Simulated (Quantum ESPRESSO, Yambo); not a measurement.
# ZrSe3 (P2_1/m): G0W0 with Yambo, start to end, part 3 of 3

Aim: the G0W0 gap of ZrSe3 (P2_1/m) on PBEsol, step by step.

Quantum ESPRESSO 7.5 and Yambo 5.3.0; PBEsol and many-body steps on it, plane waves. Known limits of the many-body steps: not at the basis limit; no spin-orbit coupling; coarse k mesh.

So far. Step 3 (Bands along the symmetry lines): The gap is 0.315 eV, −0.007 eV from the run before at this level. Step 4 (Empty states on the mesh, 2×4×2 mesh, 236 bands): On this mesh the gap is 0.330 eV.

### Step 5. Conversion and set-up

This step: Yambo 5.3.0; conversion and set-up on PBEsol, plane waves, norm-conserving pseudopotentials.

The states are converted to the many-body program's format and the q mesh is built.

The run is started by

```
(cd o/x.save; p2y > p2y.log; mv SAVE ../..); yambo > setup.log
```

Output:

```text
 Yambo, version 5.3.0

 [02] CORE Variables Setup
 =========================

  [02.01] Unit cells
  ==================

  Cell kind             :  Unknown
  Atoms in the cell     :  Zr  Se
  number of Zr atoms    :  2
  number of Se atoms    :   6

  List of atomic masses
  Mass of Zr    :  91.22400
  Mass of Se    :  78.97100

  List of atomic coordinates    : [cc]
  Zr1       :   1.39009   1.77105  11.60773  order 1
  Zr2       :  6.511756  5.313154  6.086979  order 2
  Se1       :  6.504450  1.771051  9.802867  order 3
  Se2       :  1.397400  5.313154  7.891839  order 4
  Se3       :  4.258406  1.771051  3.078879  order 5
  Se4       :   3.64344   5.31315  14.61583  order 6
  Se5       :  8.687273  1.771051  2.990405  order 7
  Se6       :  -0.78542   5.31315  14.70430  order 8

  Alat factors          :  10.22512   7.08421  17.69471 [a.u.]
  Direct lattice volume :   1281.75    [a.u.]
  Direct lattice vectors:  A[ 1 ]  A[ 2 ]  A[ 3 ]
   A[ 1 ]:  1.000000 -0.000000 -0.000000  [iru]
   10.22512  -0.00000  -0.00000  [cc]
   A[ 2 ]: -0.000000  1.000000  0.000000  [iru]
  -0.000000  7.084205  0.000000  [cc]
   A[ 3 ]: -0.227212  0.000000  1.000000  [iru]
   -2.32327   0.00000  17.69471  [cc]

  Recip. lattice volume :  0.193525 [a.u.]
  Recip. lattice vectors:  B[ 1 ]  B[ 2 ]  B[ 3 ]
   B[ 1 ]:  1.000000  0.000000  0.227212  [iku]
   0.614485  0.000000  0.080680  [cc]
   B[ 2 ]:  0.000000  1.000000  0.000000  [iku]
   0.000000  0.886929  0.000000  [cc]
   B[ 3 ]:  0.000000  0.000000  1.000000  [iku]
   0.000000  0.000000  0.355088  [cc]

  [02.02] Symmetries
  ==================

  Inversion symmetry    : yes
  Spatial inversion     : yes
  Inversion index       :  2
  K-space Time-reversal : no
  Magnetic symmetries   : no
  Group table correct   : yes
  Symmetries units      :  [cc]

   [S 1]:   1.0000       0.0000       0.0000       0.0000       1.0000       0.0000      0.17293E-16   0.0000       1.0000
   [S 2]:  -1.0000       0.0000       0.0000       0.0000      -1.0000       0.0000     -0.17293E-16   0.0000      -1.0000

  [02.03] Reciprocal space
  ========================

  nG shells         :   45504
  nG charge         :  183623
  nG WFs            :  26941
  nC WFs            :  23008
  G-vecs. in first 80 shells:  [ Number ]
    1   3   5   7   9  11  13  15  19
    21   23   27   31   35   37   41   43   45
    49   51   53   57   59   63   65   69   71
[...]
217  221  225  229  231  235  239  243
  ...
  Shell energy in first 80 shells:  [ mHa ]
[...]
1900.81      1911.39      1941.04      1960.21      1969.42      2006.09      2018.23      2038.01      2057.81
    2074.81      2098.88      2121.78      2140.68      2152.52      2202.06      2246.79      2269.58      2270.77
    2289.74      2304.71      2341.49      2347.23      2393.38      2399.42      2418.68      2431.34
  ...

  [02.04] K-grid lattice
[...]
K [10]         [rlu]: -0.500000  0.250000 -0.500000
[...]
K [11]         [rlu]: -0.50000     -0.50000      0.34549E-16
         WF components:  22920
  K [12]         [rlu]: -0.500000 -0.500000 -0.500000
         WF components:  22920

  [02.05] Energies & Occupations
  ==============================

  [X] === General ===
  [X] Electronic Temperature                        :  0.000000  0.000000 [eV K]
  [X] Bosonic    Temperature                        :  0.000000  0.000000 [eV K]
  [X] Finite Temperature mode                       : no
  [X] El. density                                   :  0.88451E+24 [cm-3]
  [X] Fermi Level                                   :  10.50703 [eV]

  [X] === Gaps and Widths ===
  [X] Conduction Band Min                           :  0.329665 [eV]
  [X] Valence Band Max                              :  0.000000 [eV]
  [X] Filled Bands                                  :   84
  [X] Empty Bands                                   :   85  236
  [X] Direct Gap                                    :  0.602750 [eV]
  [X] Direct Gap localized at k                     :  2
  [X] Indirect Gap                                  :  0.329665 [eV]
  [X] Indirect Gap between kpts                     :   1   7
  [X] Last valence band width                       :  1.419693 [eV]
  [X] 1st conduction band width                     :  2.112716 [eV]

  E @ K [ 1]:  [eV]
  -207.6635 -207.6635 -207.6489 -207.6489 -206.8667 -206.8667 -147.4989 -147.4989
[...]
[... 9 further rows ...]
[...]
occ @ K [ 1]
[...]
[... 9 further rows ...]
[...]
E @ K [ 2]:  [eV]
[...]
[... 9 further rows ...]
[...]
occ @ K [ 2]
[...]
E @ K [ 3]:  [eV]
[...]
occ @ K [ 3]
[...]
E @ K [ 8]:  [eV]
[...]
occ @ K [ 8]
[...]
E @ K [ 9]:  [eV]
[...]
occ @ K [ 9]
[...]
E @ K [10]:  [eV]
[...]
occ @ K [10]
[...]
E @ K [11]:  [eV]
[...]
occ @ K [11]
[...]
E @ K [12]:  [eV]
[...]
[... 9 further rows ...]
[...]
occ @ K [12]
[...]
[... 9 further rows ...]
   0.000000  0.000000  0.000000  0.000000  0.000000  0.000000  0.000000  0.000000
   0.000000  0.000000  0.000000  0.000000  0.000000  0.000000  0.000000  0.000000

 [03] Transferred momenta grid and indexing
 ==========================================

 IBZ Q-points                                      :  12
 BZ  Q-points                                      :  16

 K/Q-points units:
 rlu = crystal or reduced units; cc = cartesian coordinates; iku = interal k-units

 Q [ 1]         [rlu]:  0.000000  0.000000  0.000000
 Q [ 2]         [rlu]: -0.49964E-17   0.0000     -0.50000
 Q [ 3]         [rlu]:  0.000000  0.250000  0.000000
[...]
Q [ 8]         [rlu]:  0.500000  0.000000 -0.500000
 Q [ 9]         [rlu]: -0.50000      0.25000      0.59754E-16
 Q [10]         [rlu]:  0.500000  0.250000 -0.500000
 Q [11]         [rlu]: -0.50000     -0.50000      0.59754E-16
 Q [12]         [rlu]:  0.500000  0.500000 -0.500000

  [03.01] X indexes
  =================

   [03.01.01] Sigma indexes
   ========================

 [06] Game Over & Game summary
```

Wall time 4.7 s (1 MPI rank of Arm Neoverse V2, shared host); peak memory 0.28 GiB.

### Step 6. Screening and self-energy, 2×4×2 mesh, 236 bands, screening to 95.2 eV

G0W0 replaces the xc potential by the self-energy, built once from these orbitals. Only a window of levels is corrected, while the sums run over the empty bands that the input names.

This step: G0W0 on PBEsol, plane waves, norm-conserving pseudopotentials.

Input file gw1.in:

```
HF_and_locXC
gw0
dyson
ppa
em1d
rim_cut
RandQpts= 1000000
RandGvec= 1 RL
EXXRLvcs= 104 Ry
VXCRLvcs= 416 Ry
Chimod= "HARTREE"
% BndsRnXp
 1 | 236 |
%
NGsBlkXp= 7 Ry
% LongDrXp
 1 | 1 | 1 |
%
% GbndRnge
 1 | 236 |
%
DysSolver= "n"
ExtendOut
PPAPntXp= 27.21138 eV
% QPkrange
 1 | 1 | 83 | 86 |
 7 | 7 | 83 | 86 |
 2 | 2 | 83 | 86 |
%
```

The run is started by

```
OMP_NUM_THREADS=2 mpirun -n 4 yambo -F gw1.in -J gw1 -C gw1 > gw1.log
```

Output:

```text
 Yambo, version 5.3.0

 [02] CORE Variables Setup
 =========================

  [... cell, symmetries and grids as in the set-up ...]

  [02.05] Energies & Occupations
  ==============================

  [X] === General ===
  [X] Electronic Temperature                        :  0.000000  0.000000 [eV K]
  [X] Bosonic    Temperature                        :  0.000000  0.000000 [eV K]
  [X] Finite Temperature mode                       : no
  [X] El. density                                   :  0.88451E+24 [cm-3]
  [X] Fermi Level                                   :  10.50703 [eV]

  [X] === Gaps and Widths ===
  [X] Conduction Band Min                           :  0.329665 [eV]
  [X] Valence Band Max                              :  0.000000 [eV]
  [X] Filled Bands                                  :   84
  [X] Empty Bands                                   :   85  236
  [X] Direct Gap                                    :  0.602750 [eV]
  [X] Direct Gap localized at k                     :  2
  [X] Indirect Gap                                  :  0.329665 [eV]
  [X] Indirect Gap between kpts                     :   1   7
  [X] Last valence band width                       :  1.419693 [eV]
  [X] 1st conduction band width                     :  2.112716 [eV]

 [03] Transferred momenta grid and indexing
 ==========================================

 IBZ Q-points                                      :  12
 BZ  Q-points                                      :  16

 K/Q-points units:
 rlu = crystal or reduced units; cc = cartesian coordinates; iku = interal k-units

 Q [ 1]         [rlu]:  0.000000  0.000000  0.000000
 Q [ 2]         [rlu]: -0.49964E-17   0.0000     -0.50000
 Q [ 3]         [rlu]:  0.000000  0.250000  0.000000
 Q [ 4]         [rlu]: -0.49964E-17  0.25000     -0.50000
 Q [ 5]         [rlu]:  0.000000 -0.500000  0.000000
 Q [ 6]         [rlu]: -0.49964E-17 -0.50000     -0.50000
 Q [ 7]         [rlu]: -0.50000       0.0000      0.59754E-16
 Q [ 8]         [rlu]:  0.500000  0.000000 -0.500000
 Q [ 9]         [rlu]: -0.50000      0.25000      0.59754E-16
 Q [10]         [rlu]:  0.500000  0.250000 -0.500000
 Q [11]         [rlu]: -0.50000     -0.50000      0.59754E-16
 Q [12]         [rlu]:  0.500000  0.500000 -0.500000

 [04] Coloumb potential Random Integration (RIM)
 ===============================================

  [04.01] RIM initialization
  ==========================

  * Diagonal components only detected *

  8 x (sBL volume)        :  0.096762 [a.u.]
  sBZ random points       :  1000000
  Points outside the sBZ  :   7993225
  RL volume               :  0.193525 [a.u.]
  Integrated volume       :  0.193689 [a.u.]

  [04.02] RIM integrals
  =====================

  Gamma point sphere radius             :  0.083276 [a.u.]
  Points outside the sphere             :   799794
  [Int_sBZ(q=0) 1/q^2]*(Vol_sBZ)^(-1/3) =:  7.483392
                                 should be <:  7.795600

  Summary of Coulomb integrals for non-metallic bands |Q|[au] RIM/Bare

  Q [1] 0.100000E-4 0.959951 * Q [2] 0.177544 0.867115
  Q [3] 0.221732 1.005740 * Q [4] 0.284055 0.994780
  Q [7] 0.309880 1.179383 * Q [8] 0.336486 1.132517
  Q [9] 0.381039 1.091490 * Q [10] 0.402974 1.072616
  Q [5] 0.443464 1.007706 * Q [6] 0.477685 1.004426
  Q [11] 0.541005 1.025187 * Q [12] 0.556672 1.022218

 [05] Dipoles
 ============

  [05.01] Setup: observables and procedures
  =========================================

  [WARNING] [x,Vnl] slows the Dipoles computation. To neglect it rename the ns.kb_pp file

 [06] Dynamic Dielectric Matrix (PPA)
 ====================================

 [WR./gw1//ndb.pp]---------------------------------------------------------------
  Brillouin Zone Q/K grids (IBZ/BZ)                :  12  16  12  16
  RL vectors                                       :  26941 [WF]
  Coulomb cutoff potential                         : none
  Electronic Temperature                           :  0.000000 [K]
  Bosonic    Temperature                           :  0.000000 [K]
  PPA    diel. fun.  energies                      : Perdew, Burke & Ernzerhof SOL(X)+Perdew, Burke & Ernzerhof SOL(C)
  wavefunctions                                    : Perdew, Burke & Ernzerhof SOL(X)+Perdew, Burke & Ernzerhof SOL(C)
  Global Gauge                                     : length
  X matrix size                                    :   407
  X band range                                     :    1  236
  X e/h energy range                               : -1.000000 -1.000000 [eV]
  X Time ordering                                  : R
  X Hxc Kernel                                     : HARTREE
  X Drude frequency                                :  0.000000  0.000000
  X poles                                          :  100.0000 [o/o]
  RL vectors in the sum                            :  26941
  [r,Vnl] included                                 : yes
  Field direction                                  :  0.577350E-5  0.577350E-5  0.577350E-5
  BZ energy Double Grid                            : no
  BZ energy DbGd points                            : 0
  BZ Q point size factor                           : -1.000000
  X Optical Averaged directions                    : none

 [07] Local Exchange-Correlation + Non-Local Fock
 ================================================

 [VXC] Plane waves :  183623
 [EXS] Plane waves :  22961

 QP @ state[ 1 ] K range:  1  2
 QP @ state[ 1 ] b range:   83   86
 QP @ state[ 2 ] K range:   7   7
 QP @ state[ 2 ] b range:   83   86

 [xc] Functional : Perdew, Burke & Ernzerhof SOL(X)+Perdew, Burke & Ernzerhof SOL(C)
 [xc] LIBXC used to calculate xc functional
  PP Number of Atomic Species                      :  2
  NLCC RL compoments                               :  183623
  PP Number of Atomic Species                      :  2
  NLCC RL compoments                               :  183623

 [xc] E_xc :  -161.5634 [Ha]
      E_xc :  -323.1267 [Ry]

  Local XC kind (lXC) : Perdew, Burke & Ernzerhof SOL(X)+Perdew, Burke & Ernzerhof SOL(C)
  Non-Local XC kind (nlXC) : Hartree-Fock

  Corrections @ K [1] :  [eV]
 <83|nlXC|83> = -16.22828  0.13612E-16 <83|lXC|83> = -14.78736 -0.18882E-15
 <84|nlXC|84> = -16.81205 -0.11549E-16 <84|lXC|84> = -15.01476 -0.94408E-16
 <85|nlXC|85> = -8.422549  0.87432E-18 <85|lXC|85> = -13.06779  0.18882E-15
 <86|nlXC|86> = -8.253616 -0.53437E-18 <86|lXC|86> = -13.52814  0.000000

  Corrections @ K [2] :  [eV]
 <83|nlXC|83> = -16.21485  0.97321E-17 <83|lXC|83> = -14.73763  0.28323E-15
 <84|nlXC|84> = -16.67197 -0.42639E-17 <84|lXC|84> = -14.88698 -0.18882E-15
 <85|nlXC|85> = -8.017488  0.35089E-17 <85|lXC|85> = -12.87628  0.14161E-15
 <86|nlXC|86> = -8.460755 -0.23316E-18 <86|lXC|86> = -13.65809  0.94408E-16

  Corrections @ K [7] :  [eV]
 <83|nlXC|83> = -16.57133  0.31129E-17 <83|lXC|83> = -14.71749 -0.28323E-15
 <84|nlXC|84> = -16.54711 -0.18589E-16 <84|lXC|84> = -14.77532 -0.42484E-15
 <85|nlXC|85> = -10.16626 -0.43614E-17 <85|lXC|85> = -13.76974  0.70806E-16
 <86|nlXC|86> = -10.16981  0.52881E-18 <86|lXC|86> = -14.04645  0.11801E-15

 [08] Dyson equation: Newton solver
 ==================================

  [08.01] G0W0 (W PPA)
  ====================

  [  GW  ] Bands range     :    1  236
  [GW/PPA] G damping       :  0.100000 [eV]

  QP @ state[ 1 ] K range:  1  2
  QP @ state[ 1 ] b range:   83   86
  QP @ state[ 2 ] K range:   7   7
  QP @ state[ 2 ] b range:   83   86

   Sc/G bands                                       :    1  236
   Sc/G damping                                     :  0.100000 ev
   Sc bands terminator                              : no
   Sx RL components                                 :  22961

   QP @ state[ 1 ] K range                          :  1  2
   QP @ state[ 1 ] b range                          :   83   86
   QP @ state[ 2 ] K range                          :   7   7
   QP @ state[ 2 ] b range                          :   83   86
   GF energies kind                                 : Perdew, Burke & Ernzerhof SOL(X)+Perdew, Burke & Ernzerhof SOL(C)
   GF WF`s kind                                     : Perdew, Burke & Ernzerhof SOL(X)+Perdew, Burke & Ernzerhof SOL(C)
   Xs energies kind                                 : Perdew, Burke & Ernzerhof SOL(X)+Perdew, Burke & Ernzerhof SOL(C)
   Xs WF`s kind                                     : Perdew, Burke & Ernzerhof SOL(X)+Perdew, Burke & Ernzerhof SOL(C)

 [11] Game Over & Game summary
```

Elapsed: 11 min, on 4 MPI ranks; peak memory 14 GiB; 81 min of CPU time.

Numbers from this step:

```
G0W0 gap on the points computed              : 0.9189 eV
starting gap on the mesh                     : 0.3297 eV
k of the valence top                         : 0, 0, 0
k of the conduction bottom                   : -0.5, 0, 0
least direct G0W0 gap on the computed points : 1.221 eV
Z at the valence top                         : 0.7942
Z at the conduction bottom                   : 0.7928
```

The gap on the mesh goes from 0.33 eV to 0.92 eV, a correction of +0.59 eV.

Limits: finite bands, cutoff and mesh; no spin-orbit coupling; coarse k mesh. v1 is the top filled band, c1 the lowest empty one. The levels before and after the correction (eV, zero at the valence-band top of each column):

```tsv
	conduction bottom	valence top
Kohn-Sham	0.33	0.00
G0W0	0.92	0.00
```

```tsv
	level	energy (eV)
Kohn-Sham	Γ v2	-0.110
Kohn-Sham	Γ v1	0.000
Kohn-Sham	Γ c1	0.661
Kohn-Sham	Γ c2	1.044
Kohn-Sham	(-0.5 0 0) v2	-0.372
Kohn-Sham	(-0.5 0 0) v1	-0.300
Kohn-Sham	(-0.5 0 0) c1	0.330
Kohn-Sham	(-0.5 0 0) c2	0.670
G0W0	Γ v2	-0.082
G0W0	Γ v1	0.000
G0W0	Γ c1	1.253
G0W0	Γ c2	1.755
G0W0	(-0.5 0 0) v2	-0.438
G0W0	(-0.5 0 0) v1	-0.354
G0W0	(-0.5 0 0) c1	0.919
G0W0	(-0.5 0 0) c2	1.338
```

### Step 7. Where the time went

Times are wall times on the hardware named with each run, good to a factor of about two.

```tsv
step	time	share	memory (GiB)
ground state	4.3 min	21 %	3.6
bands along the symmetry lines	2.7 min	13 %	2.5
empty states on the mesh	2.1 min	10 %	2.5
conversion and set-up	4.7 s	0 %	0.28
screening and self-energy	11 min	55 %	14
```

### Step 8. Outcome

```json
{
  "PBEsol gap": "0.31 eV, indirect",
  "G0W0 gap on the mesh": "0.92 eV",
  "GW settings": "2×4×2 mesh, 236 bands, screening to 95.2 eV, Godby-Needs plasmon pole",
  "known limits": "not at the basis limit; no spin-orbit coupling; coarse k mesh"
}
```

What this shows: G0W0 moves the gap on the mesh from 0.33 eV to 0.92 eV (+0.59 eV), with Z of 0.79 and 0.79 at the edges. Only 3 of the mesh's irreducible points were corrected, so a valley elsewhere could overtake. The dearest step here is «screening and self-energy». Bands and cutoff are finite, so the gap is not at the basis limit. The miss can reach some tenths of an eV and take either sign; the mesh is an error of its own. In the G0W0 run levels were corrected at 3 k points alone, so a gap called «on the mesh» is the least over those, and an edge elsewhere would be missed. The 2×4×2 mesh is coarse for this cell, which bears on the long-range parts of exchange and screening. The many-body steps are scalar-relativistic: spin-orbit coupling is not in them.

[Paths, hosts, dates, memory and timing lines, banners, echoed tables and standing remarks are left out of the program output.]

[Logs are printed without paths, hosts, clocks, repeated set-up lines and the standing remarks that a program may print on its own settings, such as how far it seeks lower states.]

[Runs of the session that timed out or met a known fault of the program may be left out.]

[Hosts, paths, dates, database ids (printed as entryN), source tags and the programs' standing remarks are cut or masked in the printed files.]
